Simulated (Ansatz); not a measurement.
**Phonons of HfC (Fm-3m) against volume**

Wanted: Grüneisen parameters and pressure coefficients of the modes of HfC (Fm-3m).

Main program and level: Ansatz 0.2.0; DFT LDA, scalar-relativistic, plane waves, PAW; PAW set soft_1.

The database entry behind the starting cell differs from later determinations by our own check (about 0.2 % long), so it need not match the best structure at ambient conditions.

## 1. Starting point

The structure is cubic, space group Fm-3m (No. 225). Conventional cell: a = 4.650 Å, b = 4.650 Å, c = 4.650 Å, α = 90.00°, β = 90.00°, γ = 90.00°. Nearest to C lie 6 Hf at 2.33 Å. Hf has 6 C at 2.33 Å nearest. Farther neighbours are not listed.

## 2. A rough relaxation first

A rough relaxation comes first, because large forces or stress need no tight tolerances yet.

Input file input.yaml:

```yaml
crystal:
  lattice:
    - [0.0, 2.325, 2.325]
    - [2.325, 0.0, 2.325]
    - [2.325, 2.325, 0.0]
  atoms:
    - { symbol: C, position: [0.0, 0.0, 0.0] }
    - { symbol: Hf, position: [0.5, 0.5, 0.5] }
kpoints:
  mp_grid: { grid: [8, 8, 8] }
hamiltonian:
  xc: lda
  pseudopotentials: { kind: paw, azcp: { folder: soft_1 }, xc_functional: pbe }
scf:
  occupations: { method: gaussian, width: 0.1 }
output:
  forces: true
  stress: true
  eigenvalues: true
relax:
  adjacent_minimum: "off"
  f_tol: 0.05
  max_steps: 80
  cell: { stress_tol: 0.5 }
```

Launch:

```bash
$ ansatz run input.yaml --threads 4 --pin off --max-ram 10240MiB --backend cpu --events-out ev --progress --plain --runs-dir out
```

Numbers of over 12 decimals in the logs are rounded to 6 here.

Output:

```text
The last accepted step is kept in <dir> (removed where the run ends without a failure and the disk answers)
Engine: ansatz 0.2.0, x86_64-unknown-linux-gnu
Pseudopotentials: kind: paw
Pseudopotential: C, paw, valence charge 4, recommended cutoff 420 eV (normal), soft_1/C.paw.azcp
Pseudopotential: Hf, paw, valence charge 26, recommended cutoff 420 eV (normal), soft_1/Hf.paw.azcp
Functional definition: SPW92
[...]
--- Relaxed structure (4 steps of the walk, 4 accepted, 1 SCFs on fresh bases) ---
  F+E_penalty+E_count = -15722.50895017 eV   max|allowed force component| = 2.156e-29 eV/Å   (the final SCF, on the basis selected at the relaxed cell)
  cell:  # Å, volume = 23.9142 Å³
    - [0, 2.286695, 2.286695]
    - [2.286695, 0, 2.286695]
    - [2.286695, 2.286695, 0]
  atoms:
    - { symbol: C, position: [0, 0, 0] }
    - { symbol: Hf, position: [0.5, 0.5, 0.5] }
[key lines of the parts left out:]
SCF converged after 6 iterations
Free energy (F): -15722.508950 eV
Fermi energy:    19.221179 eV
P = ⅓ Tr σ = -0.1068 GPa (-1.068 kbar)
```

The job ended after 3.3 s (4 threads of Intel Xeon at 2.70GHz, shared host; peak memory 0.34 GiB).

Step by step:

```
step  energy less that of the first step (eV)  largest force component (eV/Å)  pressure (GPa)  volume (Å³)
   1                                   0.0000                          0.0000          -11.88        25.14
   2                                  -0.0189                          0.0000           11.16        22.99
   3                                  -0.0486                          0.0000           -0.76        23.98
   4                                  -0.0489                          0.0000           -0.04        23.91
  5*                                  -0.0476                          0.0000           -0.11        23.91
```

Relaxation steps marked * repeat the geometry before them on a plane-wave basis chosen anew for their cell, so energy and pressure can jump there.

Forces are held to the 48 operations that the run works with; a distortion that breaks them can't arise in this run.

```
conventional cell, symmetrised  before  after  change
                         a (Å)   4.650  4.573  -1.6 %
                         b (Å)   4.650  4.573  -1.6 %
                         c (Å)   4.650  4.573  -1.6 %
              volume (Å³/atom)   12.57  11.96  -4.9 %
```

Final coordinates:

```xyz
2
Lattice="0.0000 2.2867 2.2867 2.2867 0.0000 2.2867 2.2867 2.2867 0.0000" Properties=species:S:1:pos:R:3 pbc="T T T"
C     0.0000    0.0000    0.0000
Hf    2.2867    2.2867    2.2867
```

Numbers from this step:

* pressure: -0.1068 GPa
* volume per atom: 11.96 Å³
* gap on the k-mesh: 0 eV

In this step the volume went from 12.57 to 11.96 Å³/atom.

## 3. Bringing the structure to rest

The cell and atoms are relaxed, since residual forces and stress would shift the frequencies.

input.yaml, the sections that differ from step 2:

```yaml
crystal:
  lattice:
    - [0.0, 2.2866954148, 2.2866954148]
    - [2.2866954148, 0.0, 2.2866954148]
    - [2.2866954148, 2.2866954148, 0.0]
  atoms:
    - { symbol: C, position: [0.0, 0.0, 0.0] }
    - { symbol: Hf, position: [0.5, 0.5, 0.5] }
kpoints:
  mp_grid: { grid: [16, 16, 16] }
output:
  forces: true
  stress: true
  eigenvalues: true
  write_density: true
  write_potential: true
  elf: true
  volumetric_format: npy
relax:
  adjacent_minimum: "off"
  f_tol: 0.005
  max_steps: 80
  cell: { stress_tol: 0.05 }
# hamiltonian, scf: as in step 2
```

Output:

```text
[...]
Crystal: 2 atoms, lattice volume = 23.914 Å³
Basis set: ecut = 420 eV, 459 PW (Γ)
Bands: 19, of which v1, the nominal top of the filled ones, is band 15 counted from 1 (14 counted from 0)
Symmetry: 48 space group operations
[...]
k-points: 145 of 4096
[...]
SCF iter   1: F=—  HF=-15723.154598 eV  |F-HF|=—  |Δ(HF+E_count)|=         —  Δρ=9.17e-2  dr2=2.70e0  ethr=3.10e-3  ⟨swp⟩=5.2  Hψ=12296  notcnv=0
[...]
SCF iter   8: F=-15722.512468 eV  HF=-15722.512468 eV  |F-HF|=5.68e-9  |Δ(HF+E_count)|=   1.09e-7  Δρ=1.33e-5  dr2=2.32e-8  ethr=3.33e-10  ⟨swp⟩=13.9  Hψ=28201  notcnv=0
SCF 1 converged in 8 iterations: F = -15722.512468 eV  dr2 = 2.32e-8
  Residual-converged pass: ⟨swp⟩=1.0  Hψ=3339  notcnv=0  max |occ|·‖R‖ = 7.1e-9 eV (tolerance 1.0e-8 eV)  dr2=2.32e-8  dr2_onsite=8.98e-9  max |Δocc| = 6.2e-10
[...]
relax step   1: F+E_penalty+E_count = -15722.51246781 eV  Δ(F+E_penalty+E_count) = +0.000e0 eV  max|allowed force component| = 4.112e-29 eV/Å  Δτ_max = 0.0000 Å  P = -0.111 GPa  Ω = 23.914 Å³  (8 SCF iters, dr2 threshold 1.00e-7 eV, accepted)
Crystal: 2 atoms, lattice volume = 23.898 Å³
[...]
SCF iter   4: F=-15722.512493 eV  HF=-15722.512493 eV  |F-HF|=1.74e-8  |Δ(HF+E_count)|=   5.43e-9  Δρ=8.72e-6  dr2=1.88e-8  ethr=1.03e-10  ⟨swp⟩=9.4  Hψ=19545  notcnv=0
SCF 2 converged in 4 iterations: F = -15722.512493 eV  dr2 = 1.88e-8
relax step   2: F+E_penalty+E_count = -15722.51249323 eV  Δ(F+E_penalty+E_count) = -2.542e-5 eV  max|allowed force component| = 6.889e-29 eV/Å  Δτ_max = 0.0000 Å  P = +0.070 GPa  Ω = 23.898 Å³  energy of the carried Pulay correction = +2.328e-5 eV  (4 SCF iters, dr2 threshold 3.08e-8 eV, accepted)
Crystal: 2 atoms, lattice volume = 23.904 Å³
[...]
SCF iter   3: F=-15722.512486 eV  HF=-15722.512486 eV  |F-HF|=1.22e-9  |Δ(HF+E_count)|=   7.33e-9  Δρ=2.57e-6  dr2=8.58e-10  ethr=4.04e-11  ⟨swp⟩=9.5  Hψ=19936  notcnv=0
SCF 3 converged in 3 iterations: F = -15722.512486 eV  dr2 = 8.58e-10
relax step   3: F+E_penalty+E_count = -15722.51248564 eV  Δ(F+E_penalty+E_count) = +7.591e-6 eV  max|allowed force component| = 3.379e-29 eV/Å  Δτ_max = 0.0000 Å  P = -0.000 GPa  Ω = 23.904 Å³  energy of the carried Pulay correction = +1.431e-5 eV  (3 SCF iters, dr2 threshold 1.21e-8 eV, accepted)
[...]
SCF iter   5: F=-15722.512470 eV  HF=-15722.512470 eV  |F-HF|=1.82e-12  |Δ(HF+E_count)|=  7.28e-12  Δρ=7.94e-8  dr2=1.54e-12  ethr=1.00e-12  ⟨swp⟩=6.4  Hψ=14198  notcnv=0
SCF 4 converged in 5 iterations: F = -15722.512470 eV  dr2 = 1.54e-12
relax step   4: F+E_penalty+E_count = -15722.51247021 eV  Δ(F+E_penalty+E_count) = +1.543e-5 eV  max|allowed force component| = 2.380e-29 eV/Å  Δτ_max = 0.0000 Å  P = -0.001 GPa  Ω = 23.904 Å³  stress off target by 9.54e-4 GPa  SCF on the basis re-selected at this cell (its energy is not comparable with the rows above)  (5 SCF iters)
[...]
SCF converged after 5 iterations
Free energy (F): -15722.512470 eV
[...]
Internal energy: -15722.510266 eV  (E = F + TS)
E sigma→0 (E₀):  -15722.511368 eV
Entropy (-TS):   -0.002205 eV (-1.102 meV/atom)
Fermi energy:    19.262264 eV
[...]
--- Stress (GPa, compression-positive) ---
       -0.000954      -0.000000      -0.000000
       -0.000000      -0.000954      -0.000000
       -0.000000      -0.000000      -0.000954
  P = ⅓ Tr σ = -0.0010 GPa (-0.010 kbar)
--- Band table (eV; the first three rows and the last of 145) ---
  k-point 0: bands = [... 11 lower, 8.4570, 20.3770, 20.3770, 20.3770, 20.5497, 20.5497, 20.5497, 22.7094]
  k-point 1: bands = [... 11 lower, 8.4571, 19.5296, 19.7874, 19.7874, 20.8082, 20.8082, 21.1601, 23.2520]
  k-point 2: bands = [... 11 lower, 8.4574, 18.4537, 18.9320, 18.9320, 21.1560, 21.1560, 21.6251, 24.3880]
  k-point 144: bands = [... 11 lower, 9.7222, 16.1576, 16.5250, 16.5250, 23.0216, 23.0216, 26.2692, 26.6937]
--- Relaxed structure (3 steps of the walk, 3 accepted, 1 SCFs on fresh bases) ---
[...]
cell:  # Å, volume = 23.9040 Å³
    - [0, 2.286373, 2.286373]
    - [2.286373, 0, 2.286373]
    - [2.286373, 2.286373, 0]
  atoms:
    - { symbol: C, position: [0, 0, 0] }
    - { symbol: Hf, position: [0.5, 0.5, 0.5] }
```

Run time: 7.5 s. Hardware: 4 threads; peak memory 0.42 GiB.

Little changed from the start: no atom moved by 0.005 Å and no cell edge by 0.1 %.

This step gave:

```yaml
pressure: -9.54e-4 GPa
volume_per_atom: 11.95 Å³
```

ELF in the ac plane of the conventional cell at fractional y = 0.000, with atoms of C and Hf within 0.2 Å of it. It is the smooth field of the valence electrons, not physical close to the nuclei.

Values, 13 rows by 14 columns, each cell a mean:
```
0.30 0.64 0.73 0.36 0.35 0.71 0.84 0.85 0.81 0.55 0.25 0.58 0.74 0.42
0.72 0.76 0.68 0.32 0.19 0.46 0.68 0.72 0.60 0.29 0.19 0.53 0.74 0.73
0.50 0.48 0.41 0.24 0.15 0.21 0.32 0.35 0.26 0.16 0.19 0.35 0.46 0.49
0.34 0.26 0.17 0.18 0.32 0.44 0.48 0.49 0.47 0.40 0.26 0.15 0.20 0.31
0.71 0.58 0.30 0.19 0.52 0.74 0.74 0.71 0.75 0.67 0.32 0.18 0.44 0.67
0.84 0.80 0.54 0.25 0.58 0.75 0.46 0.32 0.62 0.73 0.36 0.34 0.71 0.84
0.85 0.83 0.60 0.27 0.59 0.71 0.28 0.12 0.54 0.74 0.37 0.39 0.76 0.85
0.82 0.74 0.43 0.21 0.56 0.76 0.63 0.57 0.73 0.72 0.34 0.27 0.61 0.79
0.54 0.40 0.18 0.18 0.46 0.65 0.68 0.69 0.67 0.58 0.29 0.15 0.30 0.49
0.32 0.28 0.24 0.21 0.23 0.27 0.31 0.33 0.29 0.24 0.20 0.21 0.26 0.31
0.67 0.66 0.57 0.30 0.14 0.28 0.48 0.53 0.39 0.19 0.17 0.44 0.63 0.67
0.57 0.72 0.72 0.34 0.25 0.61 0.79 0.81 0.72 0.43 0.22 0.56 0.77 0.65
0.13 0.54 0.74 0.37 0.39 0.76 0.85 0.85 0.83 0.60 0.28 0.59 0.72 0.30
```
Columns run along a (4.6 Å), rows up along c (4.6 Å), edges of the conventional cell, whose origin can differ from the input's. Atoms in or near the plane, at fractional coordinates: C at (0.00, 0.00), C at (0.50, 0.50), Hf at (0.50, 0.00), Hf at (0.00, 0.50).

Valence density in the ac plane of the conventional cell at fractional y = 0.000, with atoms of C and Hf within 0.2 Å of it. It is the smooth field of the valence electrons, not physical close to the nuclei.

Ten steps, logarithmic in the rise over the least value, from '0' (0 e/Å³) to '9' (49 e/Å³), each cell a mean:
```
22101589731122
21100255410012
10000011100001
11000011000001
54100122100025
97311222210158
97311222211269
75200122210147
32000011100013
10000011000001
11000133200001
22101477520012
22112699731122
```
Columns run along a (4.6 Å), rows up along c (4.6 Å), edges of the conventional cell, whose origin can differ from the input's. Atoms in or near the plane, at fractional coordinates: C at (0.00, 0.00), C at (0.50, 0.50), Hf at (0.50, 0.00), Hf at (0.00, 0.50).

Electrostatic potential energy in the ac plane of the conventional cell at fractional y = 0.000, with atoms of C and Hf within 0.2 Å of it. With pseudopotentials it is smooth inside the atoms' cores, unlike the true potential.

Ten even steps from '0' (-35 eV) to '9' (19 eV), each cell a mean:
```
03896455458961
58998544469996
99999877799999
77999999999987
44799966899854
54589610389644
64489500189635
44589732599744
56899988999875
88999988999998
89998755689998
25997444458983
02896356448950
```
Columns run along a (4.6 Å; values clipped at the 3rd and 97th percentile), rows up along c (4.6 Å), edges of the conventional cell, whose origin can differ from the input's. Atoms in or near the plane, at fractional coordinates: C at (0.00, 0.00), C at (0.50, 0.50), Hf at (0.50, 0.00), Hf at (0.00, 0.50).

In this step the volume went from 11.96 to 11.95 Å³/atom.

## 4. Tight relaxation

Phonons need small forces and stress, so the relaxation is finished with tight tolerances on 16×16×16 k points.

input.yaml, the sections that differ from step 3:

```yaml
crystal:
  lattice:
    - [0.0, 2.2863725904, 2.2863725904]
    - [2.2863725904, 0.0, 2.2863725904]
    - [2.2863725904, 2.2863725904, 0.0]
  atoms:
    - { symbol: C, position: [0.0, 0.0, 0.0] }
    - { symbol: Hf, position: [0.5, 0.5, 0.5] }
scf:
  occupations: { method: methfessel_paxton, width: 0.2 }
relax:
  adjacent_minimum: "off"
  f_tol: 0.001
  max_steps: 60
  cell: { stress_tol: 0.01 }
# kpoints, hamiltonian, output: as in step 3
```

Output:

```text
[...]
Crystal: 2 atoms, lattice volume = 23.904 Å³
Basis set: ecut = 420 eV, 459 PW (Γ)
Bands: 19, of which v1, the nominal top of the filled ones, is band 15 counted from 1 (14 counted from 0)
Symmetry: 48 space group operations
[...]
k-points: 145 of 4096
[...]
k-point 144: bands = [... 11 lower, 9.7226, 16.1580, 16.5252, 16.5252, 23.0218, 23.0218, 26.2689, 26.6936]
--- Relaxed structure (1 steps of the walk, 1 accepted, 1 SCFs on fresh bases) ---
[...]
cell:  # Å, volume = 23.9040 Å³
    - [0.0, 2.2863725904, 2.2863725904]
    - [2.2863725904, 0.0, 2.2863725904]
    - [2.2863725904, 2.2863725904, 0.0]
  atoms:
    - { symbol: C, position: [0.0, 0.0, 0.0] }
    - { symbol: Hf, position: [0.500000, 0.500000, 0.500000] }
[key lines of the parts left out:]
SCF converged after 6 iterations
Free energy (F): -15722.511974 eV
Fermi energy:    19.265170 eV
P = ⅓ Tr σ = 0.0079 GPa (0.079 kbar)
```

Run time: 4.2 s. Hardware: 4 threads; peak memory 0.41 GiB; 13 s of CPU time.

Little changed from the start: no atom moved by 0.005 Å and no cell edge by 0.1 %.

Numbers from this step:

```
pressure : 0.007898 GPa
```

ELF in the ac plane of the conventional cell at fractional y = 0.000, with atoms of C and Hf within 0.2 Å of it. It is the smooth field of the valence electrons, not physical close to the nuclei.

Ten even steps from '0' (0.10) to '9' (0.85), each cell a mean:
```
27833899961684
88731588721588
66520133200356
21012333321011
64105788872026
98416875883279
99626820583389
99616842783389
87215888873158
32003566652013
33210112101233
88720266410578
58832799841687
05833899962682
```
Columns run along a (4.6 Å), rows up along c (4.6 Å), edges of the conventional cell, whose origin can differ from the input's. Atoms in or near the plane, at fractional coordinates: C at (0.00, 0.00), C at (0.50, 0.50), Hf at (0.50, 0.00), Hf at (0.00, 0.50).

Valence density in the ac plane of the conventional cell at fractional y = 0.000, with atoms of C and Hf within 0.2 Å of it. It is the smooth field of the valence electrons, not physical close to the nuclei.

Ten steps, logarithmic in the rise over the least value, from '0' (0 e/Å³) to '9' (50 e/Å³), each cell a mean:
```
22101589731122
21100356410012
10000012100001
10000001000001
32100111100013
76200122210147
97311222211269
97311222210158
64100122110035
21000011000001
10000011000000
11000133210011
22101477620012
22112699731122
```
Columns run along a (4.6 Å), rows up along c (4.6 Å), edges of the conventional cell, whose origin can differ from the input's. Atoms in or near the plane, at fractional coordinates: C at (0.00, 0.00), C at (0.50, 0.50), Hf at (0.50, 0.00), Hf at (0.00, 0.50).

Electrostatic potential energy in the ac plane of the conventional cell at fractional y = 0.000, with atoms of C and Hf within 0.2 Å of it. With pseudopotentials it is smooth inside the atoms' cores, unlike the true potential.

Values in eV, 14 rows by 14 columns, each cell a mean:
```
-34 -18  11  15   1 -13  -7  -4 -12  -8  10  16  -1 -30
 -6   7  18  17   9  -6 -13 -14 -11   1  14  18  14  -1
 15  17  19  19  16   9   1   0   5  13  18  20  18  16
  9  12  16  19  19  17  15  14  16  18  19  18  14  10
-10  -4   7  16  19  18  11   9  15  19  18  13   1  -8
-10 -14  -4  12  17   7 -18 -25  -6  15  16   5 -11 -12
  1 -10 -10   9  15  -6 -34 -35 -25   9  14   0 -14  -4
 -4 -12  -8  10  16  -1 -30 -34 -18  11  15   1 -13  -7
-14 -11   1  14  18  14  -1  -6   7  18  17   9  -6 -13
  0   5  13  18  20  18  16  15  17  19  19  16   9   1
 14  16  18  19  18  14  10   9  12  16  19  19  17  15
  9  15  19  18  13   1  -8 -10  -4   7  16  19  18  11
-25  -6  15  16   5 -11 -12 -10 -14  -4  12  17   7 -18
-35 -25   9  14   0 -14  -4   1 -10 -10   9  15  -6 -34
```
Columns run along a (4.6 Å; values clipped at the 3rd and 97th percentile), rows up along c (4.6 Å), edges of the conventional cell, whose origin can differ from the input's. Atoms in or near the plane, at fractional coordinates: C at (0.00, 0.00), C at (0.50, 0.50), Hf at (0.50, 0.00), Hf at (0.00, 0.50).

The forces vanish by symmetry and the pressure is 0.008 GPa, within the tolerances set. The cell now holds 11.95 Å³/atom.

## 5. Modes at rest

Phonons follow from the second derivative of the energy, found here by linear response.

The modes at rest are the reference of the series.

input.yaml, the sections that differ from step 4:

```yaml
output:
  eigenvalues: true
phonons:
  method: dfpt
# crystal, kpoints, hamiltonian, scf: as in step 4
# relax: removed
```

Output:

```text
[...]
Crystal: 2 atoms, lattice volume = 23.904 Å³
Basis set: ecut = 420 eV, 459 PW (Γ), exchange–correlation on 48×48×48 points (8 copies of the dense FFT grid, shifted against one another)
Bands: 19, of which v1, the nominal top of the filled ones, is band 15 counted from 1 (14 counted from 0)
Symmetry: 48 space group operations
k-points: 349 of 4096 (irreducible under 8 space group operations, time reversal used)
[...]
SCF iter   1: F=—  HF=-15723.154498 eV  |F-HF|=—  |Δ(HF+E_count)|=         —  Δρ=9.17e-2  dr2=2.70e0  ethr=3.10e-3  ⟨swp⟩=4.8  Hψ=28923  notcnv=0
[...]
SCF iter  11: F=-15722.511975 eV  HF=-15722.511975 eV  |F-HF|=7.28e-12  |Δ(HF+E_count)|=  3.64e-12  S|Δr|=    0.00e0  Δρ=3.70e-8  dr2=1.94e-13  ethr=1.00e-12  ⟨swp⟩=7.8  Hψ=39315  notcnv=0
SCF 1 converged in 11 iterations: F = -15722.511975 eV  dr2 = 1.94e-13
[...]
DFPT response loops at Γ: preconditioner auto → Kerker (q_TF=auto, 2.834 Å⁻¹) (partly filled bands, converged f_vac=0.000); β = 1.00, the filter's whole step (`scf.mixing.beta` (0.50) is not read by the response loops under this deck's `scf.mixing.preconditioner`; to damp them name `kerker` or `kerker_dos`, under which they read `scf.mixing.beta`, and type it under 1.00, their step now; both keys bind the ground state too); Broyden in place of MSR1
SCF converged after 11 iterations
[...]
Free energy (F): -15722.511975 eV
[...]
Internal energy: -15722.511147 eV  (E = F + TS)
E sigma→0 (E₀):  -15722.511768 eV
Entropy (-TS):   -0.000828 eV (-0.414 meV/atom)
Fermi energy:    19.265170 eV
[...]
--- Band table (eV; the first three rows and the last of 349) ---
  k-point 0: bands = [... 11 lower, 8.4567, 20.3776, 20.3776, 20.3776, 20.5495, 20.5495, 20.5495, 22.7092]
  k-point 1: bands = [... 11 lower, 8.4568, 19.5299, 19.7878, 19.7878, 20.8082, 20.8082, 21.1602, 23.2520]
  k-point 2: bands = [... 11 lower, 8.4571, 18.4539, 18.9323, 18.9323, 21.1558, 21.1558, 21.6252, 24.3881]
  k-point 348: bands = [... 11 lower, 9.7226, 16.1580, 16.5252, 16.5252, 23.0218, 23.0218, 26.2689, 26.6936]
--- Phonons (Γ-DFPT): 2 representative perturbations + reference, on 349 of 4096 k-points (Σ response iterations 7) ---
  k mesh reduced under 8 symmetry operations, with k and −k counted as one. Each operation leaves every solved perturbation unchanged. A smaller set is not used because it would not reduce the number of displacements times k-points to solve
  ASR residual: 9.612e-6 → 0.000e0 eV/Å²; symmetrization residual: 9.435e-7 eV/Å²
  ASR residual per site (eV/Å²): 9.61e-6 3.53e-6
  Γ frequencies (cm⁻¹): 0.00 0.00 0.00 462.27 462.27 462.27
  non-analytic LO–TO correction: not included (Born effective charges unavailable; polar crystals: no LO–TO splitting at Γ)
```

Wall time 20 s (4 threads); peak memory 0.8 GiB; 64 s of CPU time.

Reading the cycles: dr2 is the Hartree energy of the density residual (eV), the measure of convergence; HF is the Harris–Foulkes estimate of the energy, which meets the free energy F at convergence.

Numbers from this step:

```yaml
sum_rule_residual_before_enforcement: 9.61e-6 eV/Å²
point_group: m-3m
highest_optical_mode_at_the_zone_centre_no_lo_to_term: 462.3 cm⁻¹
lowest_optical_zone_centre_mode: 462.3 cm⁻¹
```

Patterns of degenerate modes are one choice out of their space. The modes at Γ (shares of kinetic energy by element, %):

```
mode  frequency (cm⁻¹)  symmetry  C %  Hf %
   1               0.0  acoustic    6    94
   2               0.0  acoustic    6    94
   3               0.0  acoustic    6    94
   4             462.3       T1u   94     6
   5             462.3       T1u   94     6
   6             462.3       T1u   94     6
```

Displacements in mode 6 (462.3 cm⁻¹), the largest set to 1:
```
C1   0.00  1.00 -0.07
Hf2  0.00 -0.07  0.00
```

Before it was imposed, the acoustic sum rule was missed by 9.6e-6 eV/Å². Small misses are needed for a sound result but don't prove that mesh and cutoff are converged. The lowest optical mode is real, 462 cm⁻¹.

[end of part 1 of 2]

[Logs are printed without paths, hosts, clocks, repeated set-up lines and the standing remarks that a program may print on its own settings, such as how far it seeks lower states.]

[Hosts, paths, dates, database ids (printed as entryN), source tags and the programs' standing remarks are cut or masked in the printed files.]
